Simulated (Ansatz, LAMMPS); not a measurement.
# Squeezing and shearing amorphous 67HfO2-33GeO2 (mol %) (72 atoms), part 4 of 4

How stiff is amorphous 67HfO2-33GeO2 (mol %) (72 atoms), and how do its levels respond to strain?

Ansatz 0.2.0; Kohn-Sham DFT, PBE, PAW (set soft_1), plane waves; PAW set soft_1.

The cell: 16 Hf, 8 Ge and 48 O. The quench rate of 20 K/ps far exceeds what a furnace or splat quench reaches. The network of bonds at the start is that of the classical potential that made the cell. The Brillouin zone is sampled at Γ only. Spin–orbit coupling is left out.

So far. Step 11 (Compressed by 1 % along x): The relaxation converged after 7 steps, 0.0517 eV below its start, with a largest force component of 0.033 eV/Å. Step 11 (Compressed by 1 % along x): Compressed by 1 % along x: the energy stands 0.0583 eV above that of the reference, at a pressure of 0.884 GPa.

## (12) Sheared by 2 % in xy

A shear of the relaxed cell gives the modulus that volume changes can't reach.

Contents of input.yaml:

```yaml
crystal:
  lattice:
    - [10.43033, -0.20008, -0.17877]
    - [-0.20906, 9.53211, -0.11213]
    - [-0.17989, -0.11392, 10.12958]
  atoms:
    [... the 72 atom lines of step 4 ...]
kpoints:
  mp_grid: { grid: [1, 1, 1] }
hamiltonian:
  xc: pbe
  pseudopotentials: { kind: paw, azcp: { folder: soft_1 } }
scf:
  occupations: { method: gaussian, width: 0.025 }
output:
  forces: true
  eigenvalues: true
  stress: true
relax:
  f_tol: 0.05
  max_steps: 70
```

On the command line:

```
$ ansatz run input.yaml --threads 4 --pin off --max-ram 8192MiB --backend cpu --events-out ev --progress --plain --runs-dir out
```

What it wrote:

```text
[...]
Crystal: 72 atoms, lattice volume = 1006.242 Å³
Basis set: ecut = 420 eV, 19633 PW (Γ), exchange–correlation on 144×128×144 points (8 copies of the dense FFT grid, shifted against one another)
Bands: 490, of which v1, the nominal top of the filled ones, is band 408 counted from 1 (407 counted from 0)
Symmetry: 1 space group operations
[...]
k-points: 1
[...]
SCF iter   1: F=—  HF=-313281.205958 eV  |F-HF|=—  |Δ(HF+E_count)|=         —  Δρ=1.18e-1  dr2=3.63e2  ethr=3.10e-3  ⟨swp⟩=6.0  Hψ=1531  notcnv=0  defer=54
[...]
SCF iter  11: F=-313228.121424 eV  HF=-313228.121431 eV  |F-HF|=7.07e-6  |Δ(HF+E_count)|=   2.20e-5  Δρ=6.43e-5  dr2=3.84e-5  ethr=7.66e-9  ⟨swp⟩=12.0  Hψ=2820  notcnv=0
SCF 1 converged in 11 iterations: F = -313228.121424 eV  dr2 = 3.84e-5
[...]
relax step   1: F+E_penalty+E_count = -313228.12142422 eV  Δ(F+E_penalty+E_count) = +0.000e0 eV  max|allowed force component| = 4.612e-1 eV/Å  Δτ_max = 0.0000 Å  (11 SCF iters, dr2 threshold 6.25e-5 eV, accepted)
[...]
relax step   2: F+E_penalty+E_count = -313228.16731662 eV  Δ(F+E_penalty+E_count) = -4.589e-2 eV  max|allowed force component| = 1.963e-1 eV/Å  Δτ_max = 0.0363 Å  (7 SCF iters, dr2 threshold 1.33e-5 eV, accepted)
[...]
relax step   3: F+E_penalty+E_count = -313228.18274691 eV  Δ(F+E_penalty+E_count) = -1.543e-2 eV  max|allowed force component| = 8.829e-2 eV/Å  Δτ_max = 0.0123 Å  (8 SCF iters, accepted)
relax step   4: F+E_penalty+E_count = -313228.16914828 eV  Δ(F+E_penalty+E_count) = +1.360e-2 eV  max|allowed force component| = 1.893e-1 eV/Å  Δτ_max = 0.0909 Å  (9 SCF iters, rejected (line search))
[...]
relax step   5: F+E_penalty+E_count = -313228.18758466 eV  Δ(F+E_penalty+E_count) = -4.838e-3 eV  max|allowed force component| = 3.316e-2 eV/Å  Δτ_max = 0.0232 Å  (9 SCF iters, accepted)
SCF converged after 9 iterations
Free energy (F): -313228.187585 eV
[...]
Internal energy: -313228.187585 eV  (E = F + TS)
E sigma→0 (E₀):  -313228.187585 eV
Fermi energy:    9.560751 eV
[...]
--- Forces (eV/Å), atoms counted from 1 ---
  atom   1  Hf    -0.01552329    -0.00711340     0.00308169
  atom   2  Hf     0.00650822    -0.01719088    -0.00055956
  atom   3  Hf    -0.00979227     0.00246217     0.01136927
  atom   4  Hf     0.01358955     0.00157019     0.01018003
  atom   5  Hf     0.00675653     0.00246468    -0.02062172
  atom   6  Hf     0.01920896    -0.00857832    -0.00524663
  atom   7  Hf     0.02181415     0.00061185     0.00243052
  atom   8  Hf     0.01116923     0.00671987     0.00973309
  atom   9  Hf     0.00511635    -0.00012202     0.00934486
  atom  10  Hf    -0.01390345    -0.03094807     0.02284220
  atom  11  Hf     0.02482037    -0.00836411    -0.03316359
  atom  12  Hf    -0.03149050    -0.01605600     0.01219234
  atom  13  Hf     0.00122146    -0.01086197     0.00654375
  atom  14  Hf     0.01245466    -0.02549430    -0.00316363
[...]
atom  71  O     -0.00353822    -0.00052712     0.00145692
  atom  72  O      0.00235039     0.00161051    -0.01038597
  max |Σ_I F_I| component: 1.20e-4 eV/Å
--- Stress (GPa, compression-positive) ---
       -0.162567      -0.993096       0.181580
       -0.993096      -0.114065       0.095329
        0.181580       0.095329      -0.016898
  P = ⅓ Tr σ = -0.0978 GPa (-0.978 kbar)
--- Band table (eV) ---
[...]
--- Relaxed structure (5 steps of the walk, 4 accepted, 0 SCFs on fresh bases) ---
  F+E_penalty+E_count = -313228.18758466 eV   max|allowed force component| = 3.316e-2 eV/Å
  atoms:
    - { symbol: Hf, position: [0.793934, 0.829698, 0.210493] }
    - { symbol: Hf, position: [0.490185, 0.637068, 0.721043] }
    - { symbol: Hf, position: [0.766216, 0.352548, 0.699679] }
    - { symbol: Hf, position: [0.291668, 0.932844, 0.861291] }
[...]
- { symbol: O, position: [0.657721, 0.756611, 0.783025] }
```

Elapsed: 82 s, on 4 threads of Arm Neoverse V2, shared host; peak memory 1.7 GiB; 5.2 min of CPU time.

The relaxation converged after 5 steps, 0.0662 eV below its start, with a largest force component of 0.033 eV/Å.

Sheared by 2 % in xy: the energy stands 0.0664 eV above that of the reference, at a pressure of -0.0978 GPa.

## (13) Pressure against volume

Atoms are relaxed at each volume, in the scaled cell.

| volume change (%) | volume (Å³/atom) | energy change (meV/atom) | pressure (GPa) | largest move on relaxing (Å) | bonds | gap (eV) |
| --- | --- | --- | --- | --- | --- | --- |
| -10 | 12.579 | 40.41 | 9.99 | 0.85 | 133 | 3.36 |
| -6 | 13.138 | 13.67 | 5.41 | 0.63 | 133 | 3.38 |
| -3 | 13.558 | 3.36 | 2.54 | 0.38 | 130 | 3.43 |
| +0 | 13.977 | 0.00 | 0.01 | - | 130 | 3.44 |
| +3 | 14.396 | 3.41 | -2.61 | 0.42 | 129 | 3.39 |
| +6 | 14.816 | 13.26 | -4.88 | 0.51 | 127 | 3.31 |

## (14) Uniaxial strain and shear

Stress (GPa, compression positive) less that of the relaxed cell, atoms relaxed:

```csv
strain,xx,yy,zz,xy,energy change (meV/atom)
stretched by 1 % along x,-1.567,-0.552,-0.563,-0.102,0.72
compressed by 1 % along x,1.590,0.515,0.526,0.176,0.81
sheared by 2 % in xy,-0.184,-0.101,-0.029,-0.991,0.92
```

## (15) Outcome

The bulk modulus, from the slope of pressure against ln V over the three points nearest the relaxed volume, is 85.9 GPa; between neighbouring points the slope runs 105, 91, 83, 89 and 79 GPa from the smallest volume up, not steadily, so no pressure derivative is given. The count of bonds runs from 127 to 133 over the series, so at some points contacts cross the cutoffs. At -10 %, -6 % and +6 % some atom moved by over 0.5 Å on relaxing, so those points may sit in another local minimum. The gap stays between 3.31 and 3.44 eV with no steady trend. In the Cartesian axes of the cell, finite differences give C11 = 158, C12 = 53.4, C13 = 54.4 and C66 = 49.6 GPa (the shear of 2 % is the engineering strain, εxy = 0.01). The mean of C11, C12 and C13, which equals the bulk modulus in a cubic or isotropic solid, is 88.5 GPa: it agrees with the bulk modulus within 10 %. For an isotropic solid C66 would equal (C11 − C12)/2 = 52.2 GPa; so small a sample needn't be isotropic, and C66 rests on one shear. With the bulk modulus and C66 as K and G, Young's modulus would be about 125 GPa and Poisson's ratio 0.26.

Caveats: Strains are finite and relaxations stop at the force tolerance of the input, which can leave moduli too stiff; they are those of a static cell at zero temperature. Volumes are changed with the cell's shape held, so in an anisotropic solid the modulus lies over the one under free hydrostatic load. The program notes that the SCF threshold of the relaxations is loose for the stress.

The DFT runs together took 28 min of wall time.

[Long decimals in the printed logs are rounded to 6 places.]

[Logs are printed without paths, hosts, clocks, repeated set-up lines and the standing remarks that a program may print on its own settings, such as how far it seeks lower states.]

[Hosts, paths, dates, database ids (printed as entryN), source tags and the programs' standing remarks are cut or masked in the printed files.]
